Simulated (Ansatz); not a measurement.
# TiSi (model cell, started as rocksalt type): from the cell to its phonons

Aim: the vibrations of TiSi (model cell, started as rocksalt type), their spectra, and whether the structure is stable.

Method: DFT PBEsol, scalar-relativistic, plane waves, PAW, in Ansatz 0.2.0.

The structure was built from a prototype and need not be the compound's stable phase.

**1. Set-up**

It takes space group Fm-3m (No. 225, cubic). Conventional cell: a = 5.110 Å, b = 5.110 Å, c = 5.110 Å, α = 90.00°, β = 90.00°, γ = 90.00°. Nearest to Ti lie 6 Si at 2.56 Å. Si has 6 Ti at 2.56 Å nearest. Farther neighbours are not listed.

**2. Bringing the structure to rest**

The cell and atoms are relaxed, since residual forces and stress would shift the frequencies.

Contents of input.yaml:

```yaml
crystal:
  lattice:
    - [0.0, 2.555, 2.555]
    - [2.555, 0.0, 2.555]
    - [2.555, 2.555, 0.0]
  atoms:
    - { symbol: Ti, position: [0.0, 0.0, 0.0] }
    - { symbol: Si, position: [0.5, 0.5, 0.5] }
kpoints:
  mp_grid: { grid: [12, 12, 12] }
hamiltonian:
  xc: pbesol
scf:
  occupations: { method: gaussian, width: 0.1 }
output:
  forces: true
  stress: true
  eigenvalues: true
  write_density: true
  write_potential: true
  elf: true
  volumetric_format: npy
relax:
  adjacent_minimum: "off"
  f_tol: 0.005
  max_steps: 80
  cell: { stress_tol: 0.05 }
```

Started as:

```console
$ ansatz run input.yaml --threads 4 --pin off --max-ram 7168MiB --backend cpu --events-out ev --progress --plain --runs-dir out
```

Numbers of over 12 decimals in the logs are rounded to 6 here.

The program printed:

```text
Engine: ansatz 0.2.0, x86_64-unknown-linux-gnu
Pseudopotentials: kind: paw
Pseudopotential: Ti, paw, valence charge 12, recommended cutoff 420 eV (normal), Ti.paw.azcp
Pseudopotential: Si, paw, valence charge 4, recommended cutoff 420 eV (normal), Si.paw.azcp
Functional definition: PBEsol
  exchange = pbesol_x
  correlation = pbesol_c
Crystal: 2 atoms, lattice volume = 33.358 Å³
Basis set: ecut = 420 eV, 645 PW (Γ), exchange–correlation on 50×50×50 points (8 copies of the dense FFT grid, shifted against one another)
Bands: 12, of which v1, the nominal top of the filled ones, is band 8 counted from 1 (7 counted from 0)
Symmetry: 48 space group operations
Space group: Fm-3m (ITA 225), of the structure as read, at distance tolerance 3.2e-5 Å
k-points: 72 of 1728
Non-local potential: Ti, projectors of the file, l = 0: 3, l = 1: 2, l = 2: 3, l = 3: 1
Non-local potential: Si, projectors of the file, l = 0: 2, l = 1: 2, l = 2: 2
PAW form: soft (Blöchl's): semilocal exchange-correlation on the pseudo side does not see the compensation charge
PAW frozen core: Ti, regenerated for the run's functional, and the local potential with it (the file was generated under x = pbe(κ = 0.804, μ = 0.219515), c = pbe(β = 0.066725))
PAW frozen core: Si, regenerated for the run's functional, and the local potential with it (the file was generated under x = pbe(κ = 0.804, μ = 0.219515), c = pbe(β = 0.066725))
PAW one-centre angular grid: Ti, 590 points (default); XC on 64 Gauss nodes
PAW one-centre angular grid: Si, 110 points (default); XC on 64 Gauss nodes
Initial density: superposition of atomic densities (neutral atoms: chi_scale 0, normalization atom), corrected by the library's trained network
Initial wavefunctions: pseudopotential atomic-orbital guess
Functional: x = pbesol(κ = 0.804, μ = 0.123457), c = pbesol(β = 0.046)
SCF iter   1: F=—  HF=-3096.352527 eV  |F-HF|=—  |Δ(HF+E_count)|=         —  Δρ=8.54e-3  dr2=2.40e-2  ethr=1.77e-3  ⟨swp⟩=5.0  Hψ=4663  notcnv=0
preconditioner: auto → none  [metal: Δε(μ)=0.045 eV  Ē_g=5.658 eV  σ=0.100 eV  W_gap=0.25  n_scr=8 (ndim 8)  ℏωp=18.2 eV  f_vac=0.000  D(μ)=0.56/eV (n_scr^D=0)  sad-step TF]
SCF iter   2: F=—  HF=-3096.349545 eV  |F-HF|=—  |Δ(HF+E_count)|=   2.98e-3  Δρ=4.97e-3  dr2=8.85e-3  ethr=1.50e-4  ⟨swp⟩=1.1  Hψ=1451  notcnv=0
SCF iter   3: F=—  HF=-3096.347980 eV  |F-HF|=—  |Δ(HF+E_count)|=   1.57e-3  Δρ=3.23e-4  dr2=4.35e-5  ethr=5.53e-5  ⟨swp⟩=2.2  Hψ=1050  notcnv=0
SCF iter   4: F=—  HF=-3096.347980 eV  |F-HF|=—  |Δ(HF+E_count)|=   1.37e-7  Δρ=7.06e-5  dr2=8.18e-7  ethr=2.72e-7  ⟨swp⟩=2.4  Hψ=1379  notcnv=0
iter 5 did not close the SCF: its close was put off for the readings that it lacked (scf_convergence_deferred on its scf_iter line)
SCF iter   5: F=-3096.347980 eV  HF=-3096.347980 eV  |F-HF|=8.17e-9  |Δ(HF+E_count)|=   1.06e-7  Δρ=8.43e-6  dr2=8.17e-9  ethr=5.11e-9  ⟨swp⟩=2.1  Hψ=1350  notcnv=0
SCF iter   6: F=-3096.347980 eV  HF=-3096.347980 eV  |F-HF|=3.64e-11  |Δ(HF+E_count)|=   9.30e-9  Δρ=7.60e-7  dr2=1.11e-10  ethr=5.11e-11  ⟨swp⟩=4.3  Hψ=4095  notcnv=0
SCF 1 converged in 6 iterations: F = -3096.347980 eV  dr2 = 1.11e-10
  greatest PAW one-centre occupation: 0.999 electrons in one spin orbital (limit 2), on the Ti atom at site 0 (counted from 0), in its partial waves of l = 0
relax step   1: F+E_penalty+E_count = -3096.34798001 eV  Δ(F+E_penalty+E_count) = +0.000e0 eV  max|allowed force component| = 7.396e-31 eV/Å  Δτ_max = 0.0000 Å  P = -4.855 GPa  Ω = 33.358 Å³  (6 SCF iters, dr2 threshold 1.00e-7 eV, accepted)
Crystal: 2 atoms, lattice volume = 31.931 Å³
Basis set: ecut = 420 eV, 609 PW (Γ), exchange–correlation on 50×50×50 points (8 copies of the dense FFT grid, shifted against one another)
Initial density: handed on by an earlier stage of this run
Initial wavefunctions: those handed on with the density
iter 1 solved again at ethr=1.31e-6 eV; its pass at ethr=3.10e-3 eV (dr2=2.10e-4 eV) is discarded
SCF iter   1: F=—  HF=-3096.370065 eV  |F-HF|=—  |Δ(HF+E_count)|=         —  Δρ=1.05e-3  dr2=1.62e-4  ethr=1.31e-6  ⟨swp⟩=1.6  Hψ=5736  notcnv=0
preconditioner: auto → none  [metal: Δε(μ)=0.049 eV  Ē_g=5.813 eV  σ=0.100 eV  W_gap=0.27  n_scr=8 (ndim 8)  ℏωp=18.6 eV  f_vac=0.000  D(μ)=0.61/eV (n_scr^D=0)]
SCF iter   2: F=—  HF=-3096.370097 eV  |F-HF|=—  |Δ(HF+E_count)|=   3.18e-5  Δρ=5.16e-4  dr2=3.57e-5  ethr=1.01e-6  ⟨swp⟩=1.3  Hψ=937  notcnv=0
iter 3 did not close the SCF: its close was put off for the readings that it lacked (scf_convergence_deferred on its scf_iter line)
SCF iter   3: F=-3096.370116 eV  HF=-3096.370116 eV  |F-HF|=2.43e-8  |Δ(HF+E_count)|=   1.91e-5  Δρ=1.88e-5  dr2=3.41e-8  ethr=2.23e-7  ⟨swp⟩=2.0  Hψ=1148  notcnv=0
iter 4 did not close the SCF: its close was put off for the readings that it lacked (scf_convergence_deferred on its scf_iter line)
SCF iter   4: F=-3096.370116 eV  HF=-3096.370116 eV  |F-HF|=6.86e-9  |Δ(HF+E_count)|=   4.06e-8  Δρ=6.71e-6  dr2=1.04e-8  ethr=2.13e-10  ⟨swp⟩=2.0  Hψ=1447  notcnv=0
iter 5 did not close the SCF: its close was put off for the readings that it lacked (scf_convergence_deferred on its scf_iter line)
SCF iter   5: F=-3096.370116 eV  HF=-3096.370116 eV  |F-HF|=1.05e-10  |Δ(HF+E_count)|=   1.47e-9  Δρ=6.06e-7  dr2=1.08e-10  ethr=6.52e-11  ⟨swp⟩=2.7  Hψ=1353  notcnv=0
SCF iter   6: F=-3096.370116 eV  HF=-3096.370116 eV  |F-HF|=0.00e0  |Δ(HF+E_count)|=  1.73e-11  Δρ=4.62e-8  dr2=4.18e-13  ethr=1.00e-12  ⟨swp⟩=3.1  Hψ=3673  notcnv=0
SCF 2 converged in 6 iterations: F = -3096.370116 eV  dr2 = 4.18e-13
relax step   2: F+E_penalty+E_count = -3096.37011585 eV  Δ(F+E_penalty+E_count) = -2.214e-2 eV  max|allowed force component| = 2.761e-30 eV/Å  Δτ_max = 0.0000 Å  P = +0.098 GPa  Ω = 31.931 Å³  energy of the carried Pulay correction = +1.763e-4 eV  (6 SCF iters, dr2 threshold 2.00e-7 eV, accepted)
Crystal: 2 atoms, lattice volume = 31.958 Å³
iter 1 solved again at ethr=4.86e-10 eV; its pass at ethr=3.10e-3 eV (dr2=7.77e-8 eV) is discarded
SCF iter   1: F=—  HF=-3096.370117 eV  |F-HF|=—  |Δ(HF+E_count)|=         —  Δρ=2.00e-5  dr2=5.50e-8  ethr=4.86e-10  ⟨swp⟩=2.0  Hψ=5555  notcnv=0
preconditioner: auto → none  [metal: Δε(μ)=0.051 eV  Ē_g=5.806 eV  σ=0.100 eV  W_gap=0.28  n_scr=8 (ndim 8)  ℏωp=18.6 eV  f_vac=0.000  D(μ)=0.61/eV (n_scr^D=0)]
iter 2 did not close the SCF: its close was put off for the readings that it lacked (scf_convergence_deferred on its scf_iter line)
SCF iter   2: F=-3096.370120 eV  HF=-3096.370120 eV  |F-HF|=7.02e-9  |Δ(HF+E_count)|=   2.64e-6  Δρ=9.96e-6  dr2=1.33e-8  ethr=3.44e-10  ⟨swp⟩=1.2  Hψ=918  notcnv=0
iter 3 did not close the SCF: its close was put off for the readings that it lacked (scf_convergence_deferred on its scf_iter line)
SCF iter   3: F=-3096.370120 eV  HF=-3096.370120 eV  |F-HF|=2.14e-11  |Δ(HF+E_count)|=   8.24e-9  Δρ=3.81e-7  dr2=2.10e-11  ethr=8.30e-11  ⟨swp⟩=2.1  Hψ=1149  notcnv=0
iter 4 did not close the SCF: its close was put off for the readings that it lacked (scf_convergence_deferred on its scf_iter line)
SCF iter   4: F=-3096.370120 eV  HF=-3096.370120 eV  |F-HF|=9.09e-13  |Δ(HF+E_count)|=  5.91e-12  Δρ=1.33e-7  dr2=3.63e-12  ethr=1.00e-12  ⟨swp⟩=2.3  Hψ=1363  notcnv=0
iter 5 did not close the SCF: its close was put off for the readings that it lacked (scf_convergence_deferred on its scf_iter line)
SCF iter   5: F=-3096.370120 eV  HF=-3096.370120 eV  |F-HF|=0.00e0  |Δ(HF+E_count)|=    0.00e0  Δρ=4.40e-8  dr2=4.93e-13  ethr=1.00e-12  ⟨swp⟩=1.0  Hψ=864  notcnv=0
SCF iter   6: F=-3096.370120 eV  HF=-3096.370120 eV  |F-HF|=4.55e-13  |Δ(HF+E_count)|=  4.55e-13  Δρ=1.07e-8  dr2=3.20e-14  ethr=1.00e-12  ⟨swp⟩=2.8  Hψ=2682  notcnv=0
SCF 3 converged in 6 iterations: F = -3096.370120 eV  dr2 = 3.20e-14
relax step   3: F+E_penalty+E_count = -3096.37012014 eV  Δ(F+E_penalty+E_count) = -4.293e-6 eV  max|allowed force component| = 6.245e-31 eV/Å  Δτ_max = 0.0000 Å  P = -0.006 GPa  Ω = 31.958 Å³  energy of the carried Pulay correction = +1.729e-4 eV  (6 SCF iters, accepted)
Basis set: ecut = 420 eV, 609 PW (Γ), exchange–correlation on 48×48×48 points (8 copies of the dense FFT grid, shifted against one another)
Initial wavefunctions: pseudopotential atomic-orbital guess (no wavefunctions were taken with the density)
iter 1 solved again at ethr=8.95e-9 eV; its pass at ethr=3.10e-3 eV (dr2=1.43e-6 eV) is discarded
SCF iter   1: F=—  HF=-3096.369972 eV  |F-HF|=—  |Δ(HF+E_count)|=         —  Δρ=2.72e-5  dr2=2.84e-8  ethr=8.95e-9  ⟨swp⟩=3.0  Hψ=7359  notcnv=0
SCF iter   2: F=—  HF=-3096.369974 eV  |F-HF|=—  |Δ(HF+E_count)|=   2.04e-6  Δρ=1.33e-5  dr2=5.83e-9  ethr=1.77e-10  ⟨swp⟩=2.4  Hψ=1406  notcnv=0
SCF iter   3: F=—  HF=-3096.369974 eV  |F-HF|=—  |Δ(HF+E_count)|=   1.77e-8  Δρ=1.17e-6  dr2=1.48e-10  ethr=3.65e-11  ⟨swp⟩=2.0  Hψ=1373  notcnv=0
iter 4 did not close the SCF: its close was put off for the readings that it lacked (scf_convergence_deferred on its scf_iter line)
SCF iter   4: F=-3096.369974 eV  HF=-3096.369974 eV  |F-HF|=4.55e-12  |Δ(HF+E_count)|=  1.15e-10  Δρ=1.26e-7  dr2=6.41e-12  ethr=1.00e-12  ⟨swp⟩=2.3  Hψ=1253  notcnv=0
iter 5 did not close the SCF: its close was put off for the readings that it lacked (scf_convergence_deferred on its scf_iter line)
SCF iter   5: F=-3096.369974 eV  HF=-3096.369974 eV  |F-HF|=9.09e-13  |Δ(HF+E_count)|=  9.09e-13  Δρ=5.78e-9  dr2=4.46e-15  ethr=1.00e-12  ⟨swp⟩=1.0  Hψ=864  notcnv=0
iter 6 did not close the SCF: its close was put off for the readings that it lacked (scf_convergence_deferred on its scf_iter line)
SCF iter   6: F=-3096.369974 eV  HF=-3096.369974 eV  |F-HF|=1.36e-12  |Δ(HF+E_count)|=  4.55e-13  Δρ=1.24e-9  dr2=5.85e-16  ethr=1.00e-12  ⟨swp⟩=1.0  Hψ=864  notcnv=0
iter 7 did not close the SCF: its close was put off for the readings that it lacked (scf_convergence_deferred on its scf_iter line)
SCF iter   7: F=-3096.369974 eV  HF=-3096.369974 eV  |F-HF|=0.00e0  |Δ(HF+E_count)|=  4.55e-13  Δρ=3.30e-10  dr2=3.88e-17  ethr=1.00e-12  ⟨swp⟩=1.0  Hψ=864  notcnv=0
SCF iter   8: F=-3096.369974 eV  HF=-3096.369974 eV  |F-HF|=4.55e-13  |Δ(HF+E_count)|=    0.00e0  Δρ=1.06e-10  dr2=4.87e-18  ethr=1.00e-12  ⟨swp⟩=1.6  Hψ=2079  notcnv=0
SCF 4 converged in 8 iterations: F = -3096.369974 eV  dr2 = 4.87e-18
relax step   4: F+E_penalty+E_count = -3096.36997410 eV  Δ(F+E_penalty+E_count) = +1.460e-4 eV  max|allowed force component| = 7.396e-31 eV/Å  Δτ_max = 0.0000 Å  P = -0.011 GPa  Ω = 31.958 Å³  stress off target by 1.10e-2 GPa  SCF on the basis re-selected at this cell (its energy is not comparable with the rows above)  (8 SCF iters)
basis re-selected at this cell: Δ(F+E_penalty+E_count) = +1.460e-4 eV, ΔP = -0.005 GPa vs the last step (what re-selecting the basis moved, of the pressure what is left beyond the Pulay correction that the steps carried, after the strain that the cell walked since its last selection, with what the two solves' SCF thresholds leave and, on support functions, any second-order correction that the steps lacked; it is no measure of the basis error at this ecutwfc). The dense FFT grid was sized anew with the basis: this SCF ran on 24×24×24 points, the steps before it on 25×25×25, so part of this shift can come from that change (see relax.cell in the input reference). [rest of the remark cut]
SCF converged after 8 iterations
Free energy (F): -3096.369974 eV
Harris-Foulkes:  -3096.369974 eV  (|F-HF|=4.55e-13)
Internal energy: -3096.366916 eV  (E = F + TS)
E sigma→0 (E₀):  -3096.368445 eV
Entropy (-TS):   -0.003059 eV (-1.529 meV/atom)
Fermi energy:    11.455666 eV
--- Per-component energies (eV) ---
  E_band       = -155.757508
  E_kinetic    = 314.923397
  E_local      = -987.218910  (includes V_loc(G=0)·N_el)
  E_nonlocal   = 36.569919
  E_hartree    = 411.834763
  E_xc         = -152.933575
  E_vxc        = -170.311671  (∫ρ·V_xc dr)
  E_paw        = -1521.730649  (= ΣΔE_a)
  E_vpaw       = -173.389875  (= ΣTr[D̂ρ^β])
  E_aug_tail   = 0.000105  (compensation charges beyond the density's cutoff)
  E_ewald      = -1197.982911
  E_core_change = 0.170945  (= ΣΔE_core)
  E_smearing   = -0.003059  (= −TS)
  E_closure    = 0.000000  (closes the sum)
  Σ components = -3096.369974   (vs F -3096.369974, Δ=0.00e0)
--- Forces (eV/Å), atoms counted from 1 ---
  atom   1  Ti    -0.00000000    -0.00000000     0.00000000
  atom   2  Si     0.00000000    -0.00000000     0.00000000
  max |Σ_I F_I| component: 4.27e-31 eV/Å
--- Stress (GPa, compression-positive) ---
       -0.011019       0.000000       0.000000
       -0.000000      -0.011019      -0.000000
       -0.000000       0.000000      -0.011019
  P = ⅓ Tr σ = -0.0110 GPa (-0.110 kbar)
--- Band table (eV; the first three rows and the last of 72) ---
  k-point 0: bands = [... 4 lower, 1.1208, 11.4292, 11.4292, 11.4292, 11.8316, 11.8316, 14.9172, 14.9172]
  k-point 1: bands = [... 4 lower, 1.2465, 11.1799, 11.3951, 11.3951, 11.7033, 11.7033, 14.6911, 15.2626]
  k-point 2: bands = [... 4 lower, 1.6172, 10.4519, 10.9655, 10.9655, 11.8653, 11.8653, 14.2783, 16.0510]
  k-point 71: bands = [... 4 lower, 4.6656, 8.4343, 8.4343, 9.4193, 13.4493, 13.4493, 13.6512, 13.6553]
--- Relaxed structure (3 steps of the walk, 3 accepted, 1 SCFs on fresh bases) ---
  F+E_penalty+E_count = -3096.36997410 eV   max|allowed force component| = 7.396e-31 eV/Å   (the final SCF, on the basis selected at the relaxed cell)
  cell:  # Å, volume = 31.9584 Å³
    - [0, 2.518749, 2.518749]
    - [2.518749, 0, 2.518749]
    - [2.518749, 2.518749, 0]
  atoms:
    - { symbol: Ti, position: [0, 0, 0] }
    - { symbol: Si, position: [0.5, 0.5, 0.5] }
```

Run time: 2.5 s. Hardware: 4 threads of AMD EPYC 7R43, shared host; peak memory 0.41 GiB; 7.9 s of CPU time.

Step by step:

```tsv
step	energy less that of the first step (eV)	largest force component (eV/Å)	pressure (GPa)	volume (Å³)
1	0.0000	0.0000	-4.85	33.36
2	-0.0221	0.0000	0.10	31.93
3	-0.0221	0.0000	-0.01	31.96
4*	-0.0220	0.0000	-0.01	31.96
```

Relaxation steps marked * repeat the geometry before them on a plane-wave basis chosen anew for their cell, so energy and pressure can jump there.

The run keeps the 48 symmetry operations that it works with, so distortions that break them were not tested.

```tsv
conventional cell, symmetrised	before	after	change
a (Å)	5.110	5.037	-1.4 %
b (Å)	5.110	5.037	-1.4 %
c (Å)	5.110	5.037	-1.4 %
volume (Å³/atom)	16.68	15.98	-4.2 %
```

Final coordinates:

```cif
data_structure
_symmetry_space_group_name_H-M 'P 1'
_symmetry_Int_Tables_number 1
_cell_length_a 3.5620
_cell_length_b 3.5620
_cell_length_c 3.5620
_cell_angle_alpha 60.000
_cell_angle_beta 60.000
_cell_angle_gamma 60.000
_cell_volume 31.96
loop_
_atom_site_label
_atom_site_type_symbol
_atom_site_fract_x
_atom_site_fract_y
_atom_site_fract_z
_atom_site_occupancy
Ti1 Ti 0.00000 0.00000 0.00000 1
Si2 Si 0.50000 0.50000 0.50000 1
```

Numbers from this step:

```
pressure          : -0.01102 GPa
volume per atom   : 15.98 Å³
gap on the k-mesh : 0 eV
```

ELF in the ac plane of the conventional cell at fractional y = 0.000, with atoms of Ti and Si within 0.2 Å of it. It is the smooth field of the valence electrons, not physical close to the nuclei.

Ten even steps from '_' (0.15) to '@' (0.73), each cell a mean:
```
--##----@@##----++@@**::**==
##==__--%%@@##**%%@@**__::**
--..__--##%%@@@@@@%%++..__::
****++==------==------++****
@@@@@@++____--++::__--%%@@@@
==##@@**..==##****::--@@%%++
====@@**--##--__**++==@@**--
--++@@**::**==--##----@@##--
**%%@@**__::**##==__--%%@@##
@@@@%%++..__::--..__--##%%@@
==------++********++==------
++::__--%%@@@@@@@@@@++____--
****::--@@%%++==##@@**..==##
__**++==@@**--====@@**--##--
```
Columns run along a (5.0 Å), rows up along c (5.0 Å), edges of the conventional cell, whose origin can differ from the input's. Atoms in or near the plane, at fractional coordinates: Ti at (0.00, 0.00), Ti at (0.50, 0.50), Si at (0.50, 0.00), Si at (0.00, 0.50).

Electrostatic potential energy in the ac plane of the conventional cell at fractional y = 0.000, with atoms of Ti and Si within 0.2 Å of it. With pseudopotentials it is smooth inside the atoms' cores, unlike the true potential.

Values in eV, 14 rows by 14 columns, each cell a mean:
```
-27 -23  -7   7   4 -19 -43 -46 -33  -4   7   1 -17 -26
-19 -12   2  10   9  -2 -19 -24 -10   5  10   7  -6 -17
  0   4  10  12  12   9   4   2   6  11  13  11   7   1
  6   9  12  13  12  10   7   6   8  11  13  13  10   7
 -7   1   9  12  10   2  -7  -9  -3   7  11  11   5  -4
-38 -22   1   9   4 -12 -23 -24 -19  -3   8   6 -10 -33
-47 -38  -7   6   0 -19 -27 -27 -24  -9   6   2 -24 -46
-46 -33  -4   7   1 -17 -26 -27 -23  -7   7   4 -19 -43
-24 -10   5  10   7  -6 -17 -19 -12   2  10   9  -2 -19
  2   6  11  13  11   7   1   0   4  10  12  12   9   4
  6   8  11  13  13  10   7   6   9  12  13  12  10   7
 -9  -3   7  11  11   5  -4  -7   1   9  12  10   2  -7
-24 -19  -3   8   6 -10 -33 -38 -22   1   9   4 -12 -23
-27 -24  -9   6   2 -24 -46 -47 -38  -7   6   0 -19 -27
```
Columns run along a (5.0 Å; values clipped at the 3rd and 97th percentile), rows up along c (5.0 Å), edges of the conventional cell, whose origin can differ from the input's. Atoms in or near the plane, at fractional coordinates: Ti at (0.00, 0.00), Ti at (0.50, 0.50), Si at (0.50, 0.00), Si at (0.00, 0.50).

Valence density in the ac plane of the conventional cell at fractional y = 0.000, with atoms of Ti and Si within 0.2 Å of it. It is the smooth field of the valence electrons, not physical close to the nuclei.

Ten even steps from '0' (0.09 × 1e0 e/Å³) to '9' (9.60 × 1e0 e/Å³), each cell a mean:
```
84000000000027
31000000000002
00000000000000
00000000000000
00000001000000
00000146200000
00000389610000
00000278400000
00000023100000
00000000000000
00000000000000
10000000000000
62000000000014
96100000000038
```
Columns run along a (5.0 Å), rows up along c (5.0 Å), edges of the conventional cell, whose origin can differ from the input's. Atoms in or near the plane, at fractional coordinates: Ti at (0.00, 0.00), Ti at (0.50, 0.50), Si at (0.50, 0.00), Si at (0.00, 0.50).

In this step the volume went from 16.68 to 15.98 Å³/atom.

**3. Relaxing to small forces for the phonons**

Phonons need a cell at rest on their own settings, so the relaxation is repeated with tight tolerances on forces and stress, using the mesh and the filling of the phonon run that follows.

Contents of input.yaml:

```yaml
crystal:
  lattice:
    - [0.0, 2.5187487423, 2.5187487423]
    - [2.5187487423, 0.0, 2.5187487423]
    - [2.5187487423, 2.5187487423, 0.0]
  atoms:
    - { symbol: Ti, position: [0.0, 0.0, 0.0] }
    - { symbol: Si, position: [0.5, 0.5, 0.5] }
kpoints:
  mp_grid: { grid: [12, 12, 12] }
hamiltonian:
  xc: pbesol
scf:
  occupations: { method: methfessel_paxton, width: 0.15 }
output:
  forces: true
  stress: true
  eigenvalues: true
relax:
  adjacent_minimum: "off"
  f_tol: 0.001
  max_steps: 60
  cell: { stress_tol: 0.01 }
```

The program printed:

```text
[...]
Crystal: 2 atoms, lattice volume = 31.958 Å³
Basis set: ecut = 420 eV, 609 PW (Γ), exchange–correlation on 48×48×48 points (8 copies of the dense FFT grid, shifted against one another)
Bands: 12, of which v1, the nominal top of the filled ones, is band 8 counted from 1 (7 counted from 0)
Symmetry: 48 space group operations
[...]
k-points: 72 of 1728
[...]
k-point 71: bands = [... 4 lower, 4.6671, 8.4356, 8.4356, 9.4208, 13.4509, 13.4509, 13.6528, 13.6568]
--- Relaxed structure (2 steps of the walk, 2 accepted, 1 SCFs on fresh bases) ---
[...]
cell:  # Å, volume = 31.9549 Å³
    - [0, 2.518657, 2.518657]
    - [2.518657, 0, 2.518657]
    - [2.518657, 2.518657, 0]
  atoms:
    - { symbol: Ti, position: [0, 0, 0] }
    - { symbol: Si, position: [0.5, 0.5, 0.5] }
[key lines of the parts left out:]
SCF converged after 4 iterations
Free energy (F): -3096.368395 eV
Fermi energy:    11.458700 eV
P = ⅓ Tr σ = -0.0010 GPa (-0.010 kbar)
```

The job ended after 1.7 s (4 threads; peak memory 0.39 GiB).

Little changed from the start: no atom moved by 0.005 Å and no cell edge by 0.1 %.

This step gave:

- pressure: -0.001047 GPa

The forces vanish by symmetry and the pressure is -0.001 GPa, within the tolerances set. The cell now holds 15.98 Å³/atom.

[end of part 1 of 2]

[Logs are printed without paths, hosts, clocks, repeated set-up lines and the standing remarks that a program may print on its own settings, such as how far it seeks lower states.]

[Hosts, paths, dates, database ids (printed as entryN), source tags and the programs' standing remarks are cut or masked in the printed files.]
